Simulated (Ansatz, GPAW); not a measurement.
# Dielectric function and optical constants of BaRuS3 (model structure), part 3 of 3

Aim: the dielectric function of BaRuS3 (model structure), and the optical constants that follow from it. The structure is a model built here, which may or may not match a known phase. It was built so: All Fe replaced by Ru and O replaced by S in the Pm-3m structure of BaFeO3. The cell is first relaxed with Ansatz.

GPAW 26.7.0; DFT, revPBE, plane-wave PAW (GPAW data sets), scalar-relativistic, RPA, optical limit.

So far. Step 3 (Ground state): There are states at the Fermi level within the smearing, so the occupations stay smeared and the carriers get a Drude term.

### Step 5. Dielectric function, RPA

Local fields let the induced charge screen the field inside the cell, which as a rule lowers ε, most along directions where the density is uneven.

This step: DFT, revPBE, plane-wave PAW (GPAW data sets), scalar-relativistic, RPA, optical limit (GPAW 26.7.0).

Contents of df.py:

```python
from gpaw.response.df import DielectricFunction

df = DielectricFunction('full.gpw', frequencies={'type': 'nonlinear', 'domega0': 0.03, 'omega2': 8},
                        ecut=80,
                        eta=0.05,
                        nbands=59,
                        rate=0.1,
                        txt='df.txt')
for direction in ['x']:
    df.get_dielectric_function(xc='RPA', direction=direction, filename=f'df_{direction}.csv')
```

Run with:

```bash
OMP_NUM_THREADS=1 python df.py
```

What it wrote:

```text
Using integrator: PointIntegrator
NonLinearFrequencyDescriptor(from 0.000 to 96.040 eV, 537 points)
Nonperiodic BCs:  [False False False]
Using integrator: PointIntegrator
NonLinearFrequencyDescriptor(from 0.000 to 96.040 eV, 537 points)
Nonperiodic BCs:  [False False False]
Using integrator: PointIntegrator

Calculating chi0 body with:
    Ground state adapter containing:
    Number of spins: 1
    Number of kpoints: 512
    Number of irreducible kpoints: 35
    Number of completely occupied states: 17
    Number of partially occupied states: 25

    Linear response parametrization:
    q_c: [0.0, 0.0, 0.0]
    Number of frequency points: 537
    Planewave cutoff: 80.0
    Number of bands: 59
    Number of planewaves: 179
    Broadening (eta): 0.05

Integrating chi0 body.

Symmetries of q_c:
    Direct symmetries (Uq -> q): 48
    Indirect symmetries (TUq -> q): 0
In total 48 allowed symmetries.

35 groups of equivalent kpoints. 93.1640625% reduction.

Integral kind: spectral function

Calculating chi0 optical extensions with:
    Ground state adapter containing:
    Number of spins: 1
    Number of kpoints: 512
    Number of irreducible kpoints: 35
    Number of completely occupied states: 17
    Number of partially occupied states: 25

    Linear response parametrization:
    Number of frequency points: 537
    Planewave cutoff: 80.0
    Number of bands: 59
    Number of planewaves: 179
    Broadening (eta): 0.05
Integrating chi0 head and wings.

Symmetries of q_c:
    Direct symmetries (Uq -> q): 48
    Indirect symmetries (TUq -> q): 0
In total 48 allowed symmetries.

35 groups of equivalent kpoints. 93.1640625% reduction.

Integral kind: spectral function wings

Calculating drude chi0 with:
    Number of frequency points:537
    Plasma frequency decay rate: 0.1 eV

    Ground state adapter containing:
    Number of spins: 1
    Number of kpoints: 512
    Number of irreducible kpoints: 35
    Number of completely occupied states: 17
    Number of partially occupied states: 25

Symmetries of q_c:
    Direct symmetries (Uq -> q): 48
    Indirect symmetries (TUq -> q): 0
In total 48 allowed symmetries.

35 groups of equivalent kpoints. 93.1640625% reduction.

Integral kind: intraband
Plasma frequency:
[[3.54+0.j 0.  -0.j 0.  +0.j]
 [0.  +0.j 3.54+0.j 0.  +0.j]
 [0.  +0.j 0.  +0.j 3.54+0.j]]
```

It took 39 s on 1 thread of Arm Neoverse V1, shared host; peak memory 1.1 GiB.

The Im ε, E ∥ x has structure finer than the step of the table below, so its rows give means over 0.5 eV, whole bins alone (the curve runs from 0.305 to 17.9 eV). Peaks (eV: height): 0.85: 19.7, 1.45: 7.51, 2.02: 6.43, 2.59: 12.0, 2.82: 9.43, 4.33: 6.65, 4.84: 7.46.

Sum at mesh points, not converged in k. Table of Im ε, E ∥ x by photon energy; means over each step:

photon energy (eV), Im ε, E ∥ x and a bar:
```
      1.0         14 ##############################
      1.5          5 #########
      2.0          4 ########
      2.5          7 ##############
      3.0          5 #########
      3.5          3 ####
      4.0          4 #######
      4.5          5 ##########
      5.0          5 ###########
      5.5          5 #########
      6.0          4 ########
      6.5          4 #######
      7.0          3 #####
      7.5          3 #####
      8.0          3 ####
      8.5          3 #####
      9.0          4 ######
      9.5          3 #####
     10.0          3 #####
     10.5          3 ####
     11.0          2 ###
     11.5          2 ##
     12.0          2 ##
     12.5          1 #
     13.0          1 #
     13.5          1 
     14.0          1 
     14.5          1 
     15.0          1 
     15.5          1 
     16.0          1 #
     16.5          1 #
     17.0          1 #
     17.5          1 #
```

Values under 1 per cm are given as 1; sum at mesh points, not converged in k. Absorption coefficient, E ∥ x against photon energy:

| photon energy (eV) | absorption coefficient, E ∥ x (1/cm) |
| --- | --- |
| 0.492 | 5.7e5 |
| 1.010 | 5.3e5 |
| 1.486 | 4.9e5 |
| 1.985 | 3.2e5 |
| 2.508 | 3.6e5 |
| 3.018 | 5.4e5 |
| 3.510 | 2.8e5 |
| 3.980 | 4.2e5 |
| 4.516 | 4.7e5 |
| 4.981 | 7.6e5 |
| 5.515 | 6.9e5 |
| 6.021 | 8.3e5 |
| 6.494 | 8.7e5 |
| 6.985 | 7.9e5 |
| 7.496 | 8.1e5 |
| 8.026 | 7.8e5 |
| 8.516 | 8.8e5 |
| 9.023 | 1.1e6 |
| 9.483 | 1.1e6 |
| 10.026 | 1.3e6 |
| 10.519 | 1.2e6 |
| 11.029 | 1.3e6 |
| 11.479 | 1.4e6 |
| 12.023 | 1.2e6 |
| 12.504 | 1.2e6 |
| 13.000 | 1.1e6 |
| 13.512 | 8.5e5 |
| 14.040 | 9.2e5 |
| 14.493 | 9.3e5 |
| 14.960 | 9.1e5 |
| 15.536 | 9.5e5 |
| 16.031 | 1.2e6 |
| 16.541 | 1.3e6 |
| 16.959 | 1.3e6 |
| 17.496 | 1.3e6 |

The loss function −Im 1/ε at q → 0, E ∥ x has structure finer than the step of the table below, so its rows give means over 0.5 eV, whole bins alone (the curve runs from 0.305 to 17.9 eV). Peaks (eV: height): 2.28: 0.273, 3.30: 0.467, 13.51: 1.04, 17.83: 0.837.

Sum at mesh points, not converged in k. Loss function −Im 1/ε at q → 0, E ∥ x against energy loss; means over each step:

energy loss (eV), loss function −Im 1/ε at q → 0, E ∥ x and a bar:
```
      1.0       0.01 
      1.5       0.05 #
      2.0       0.21 ######
      2.5       0.14 ####
      3.0       0.21 ######
      3.5       0.27 ########
      4.0       0.16 #####
      4.5       0.15 ####
      5.0       0.18 #####
      5.5       0.19 ######
      6.0       0.23 #######
      6.5       0.25 ########
      7.0       0.33 ##########
      7.5       0.32 ##########
      8.0       0.33 ##########
      8.5       0.28 #########
      9.0       0.27 ########
      9.5       0.31 ##########
     10.0       0.33 ##########
     10.5       0.39 ############
     11.0       0.45 ##############
     11.5       0.49 ###############
     12.0       0.51 ################
     12.5       0.67 #####################
     13.0       0.80 ##########################
     13.5       0.93 ##############################
     14.0       0.79 #########################
     14.5       0.75 ########################
     15.0       0.73 #######################
     15.5       0.63 ####################
     16.0       0.58 ##################
     16.5       0.67 #####################
     17.0       0.72 #######################
     17.5       0.73 #######################
```

The reflectivity at normal incidence, E ∥ x has structure finer than the step of the table below, so its rows give means over 0.5 eV, whole bins alone (the curve runs from 0.305 to 17.9 eV). Peaks (eV: height): 0.68: 91.7, 2.06: 39.2, 2.62: 46.4, 2.94: 55.1, 4.84: 33.9, 9.96: 28.7.

Sum at mesh points, not converged in k. The reflectivity at normal incidence, E ∥ x by photon energy; means over each step:

photon energy (eV), reflectivity at normal incidence, E ∥ x (%) and a bar:
```
      1.0       85.6 ##############################
      1.5       74.4 ##########################
      2.0       36.4 ###########
      2.5       31.4 #########
      3.0       41.1 #############
      3.5       15.4 ###
      4.0       19.8 ####
      4.5       24.8 ######
      5.0       28.4 ########
      5.5       26.1 #######
      6.0       27.1 #######
      6.5       26.8 #######
      7.0       22.3 #####
      7.5       19.5 ####
      8.0       16.9 ###
      8.5       18.3 ####
      9.0       22.5 ######
      9.5       23.0 ######
     10.0       25.8 #######
     10.5       24.7 ######
     11.0       23.7 ######
     11.5       23.6 ######
     12.0       22.9 ######
     12.5       24.1 ######
     13.0       19.9 #####
     13.5       13.6 ##
     14.0       10.6 #
     14.5       10.0 #
     15.0        9.2 
     15.5        8.3 
     16.0       10.9 #
     16.5       13.1 ##
     17.0       13.1 ##
     17.5       13.2 ##
```

The Im ε, E ∥ x has structure finer than the step of the table below, so its rows give means over 0.5 eV, whole bins alone (the curve runs from 0.305 to 17.9 eV). Peaks (eV: height): without local fields 0.85: 19.7, 1.45: 7.47, 2.02: 6.11, 2.59: 12.0, 2.82: 9.26, 4.33: 7.01, 4.79: 8.55; with local fields 0.85: 19.7, 1.45: 7.51, 2.02: 6.43, 2.59: 12.0, 2.82: 9.43, 4.33: 6.65, 4.84: 7.46.

Sum at mesh points, not converged in k. Table of Im ε, E ∥ x by photon energy; means over each step:

| photon energy (eV) | without local fields | with local fields |
| --- | --- | --- |
| 1.0 | 13.6 | 13.5 |
| 1.5 | 4.74 | 4.79 |
| 2.0 | 4.18 | 4.36 |
| 2.5 | 6.72 | 6.75 |
| 3.0 | 4.72 | 4.94 |
| 3.5 | 2.58 | 2.65 |
| 4.0 | 3.93 | 3.91 |
| 4.5 | 5.74 | 5.18 |
| 5.0 | 6.33 | 5.48 |
| 5.5 | 5.99 | 4.94 |
| 6.0 | 5.11 | 4.42 |
| 6.5 | 4.29 | 3.98 |
| 7.0 | 3.13 | 3.00 |
| 7.5 | 3.35 | 2.99 |
| 8.0 | 3.26 | 2.70 |
| 8.5 | 3.99 | 3.15 |
| 9.0 | 4.40 | 3.53 |
| 9.5 | 4.14 | 3.16 |
| 10.0 | 3.86 | 3.03 |
| 10.5 | 3.37 | 2.56 |
| 11.0 | 2.94 | 2.22 |
| 11.5 | 2.93 | 2.03 |
| 12.0 | 2.29 | 1.93 |
| 12.5 | 1.67 | 1.44 |
| 13.0 | 1.54 | 1.25 |
| 13.5 | 1.61 | 1.03 |
| 14.0 | 1.53 | 1.13 |
| 14.5 | 1.31 | 1.17 |
| 15.0 | 1.26 | 1.15 |
| 15.5 | 1.38 | 1.23 |
| 16.0 | 1.50 | 1.50 |
| 16.5 | 2.19 | 1.43 |
| 17.0 | 2.64 | 1.33 |
| 17.5 | 2.64 | 1.31 |

From ε follow the optical constants at some laser and lamp lines:

| wavelength (nm) | n | k | R (%) | 1/α |
| --- | --- | --- | --- | --- |
| 1550 | 1.41 | 6.290 | 87.5 | 20 nm |
| 800 | 0.85 | 3.050 | 73.3 | 21 nm |
| 405 | 0.98 | 1.608 | 39.8 | 20 nm |
| 365 | 1.48 | 0.838 | 13.6 | 35 nm |
| 308 | 1.91 | 1.074 | 20.6 | 23 nm |
| 248 | 1.73 | 1.499 | 28.7 | 13 nm |
| 193 | 1.34 | 1.412 | 28.2 | 11 nm |

A polished face would reflect 29 % of daylight and look violet (CIE x = 0.308, y = 0.272 under D65).

### Step 6. Results

At this level (revPBE, RPA) BaRuS3 is a metal. The mesh is too coarse to trust the carriers' weight, the reflectivity or the colour to better than tens of per cent. The cell shrank by 4.7 % in volume. A polished face would reflect 29 % of daylight and look violet (CIE x = 0.308, y = 0.272 under D65). The carriers' damping of 0.1 eV is typed, not computed; it shapes the response at the lowest energies. The run has no spin polarisation; magnetic order or correlation, untested here, could change the spectrum. Spin-orbit coupling is left out although heavy atoms are present. The curves end at 18 eV, about where the summed bands run out. In this version of GPAW the matrix elements of the optical limit are incomplete, which can lower ε − 1 by up to a tenth where first-row anions or d states rule, and shift it by more in d metals. GPAW's carrier term has the form −ωp²/(ω + i·rate)², which damps like twice the rate and fails at low energy, so the curves leave the lowest energies out. The sum runs over mesh points 0.16 Å⁻¹ apart with no interpolation, so peaks are partly noise of the mesh, and the Drude plasma energy, a sum over the Fermi surface, isn't converged.

[Machine, clock and banner lines and Python warnings are left out of the logs.]

[Logs are printed without paths, hosts, clocks, repeated set-up lines and the standing remarks that a program may print on its own settings, such as how far it seeks lower states.]

[Hosts, paths, dates, database ids (printed as entryN), source tags and the programs' standing remarks are cut or masked in the printed files.]
